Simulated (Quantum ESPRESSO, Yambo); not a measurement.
Planning a run of Yambo 5.3.0 on BiOCl (P4/nmm). The input:

```
optics
bss
bse
em1s
dipoles
rim_cut
RandQpts= 1000000
RandGvec= 1 RL
Chimod= "HARTREE"
BSKmod= "SEX"
BSEmod= "resonant"
BSSmod= "h"
BSENGexx= 30 Ry
BSENGBlk= 6 Ry
% BSEQptR
 1 | 1 |
%
% BSEBands
 61 | 84 |
%
% BEnRange
 0 | 8 | eV
%
% BDmRange
 0.1 | 0.1 | eV
%
BEnSteps= 161
% BLongDir
 0 | 0 | 1 |
%
% BndsRnXs
 1 | 142 |
%
NGsBlkXs= 6 Ry
% LongDrXs
 1 | 1 | 1 |
%
% KfnQP_E
 0.882 | 1.0 | 1.0 |
%
BSHayTrs= -0.02
```

```sh
OMP_NUM_THREADS=1 mpirun -n 16 yambo -F bse4.in -J bse4,bse3_W -C bse4 > bse4.log
```

The stored states that it reads are on a 4×4×2 mesh. Symmetry: P4/nmm, No. 129, tetragonal system. Conventional cell: a = 3.886 Å, b = 3.886 Å, c = 7.349 Å, α = 90.00°, β = 90.00°, γ = 90.00°. Nearest to Bi lie 4 O at 2.31 Å and 4 Cl at 3.06 Å. Nearest to Cl lie 4 Bi at 3.06 Å. Nearest to O lie 4 Bi at 2.31 Å. Farther neighbours and most contacts between anions are not listed.

Question: How long will it take on 16 MPI ranks of Arm Neoverse V1, shared host, and how much memory?

It took 85 s; on shared hardware allow 42 s to 2.8 min. Peak host memory was 6.6 GiB.

The kernel grows as the square of the matrix size, and full diagonalisation as its cube.

[Paths, hosts, dates, memory and timing lines, banners, echoed tables and standing remarks are left out of the program output.]

[Logs are printed without paths, hosts, clocks, repeated set-up lines and the standing remarks that a program may print on its own settings, such as how far it seeks lower states.]

[Runs of the session that timed out or met a known fault of the program may be left out.]

[Hosts, paths, dates, database ids (printed as entryN), source tags and the programs' standing remarks are cut or masked in the printed files.]
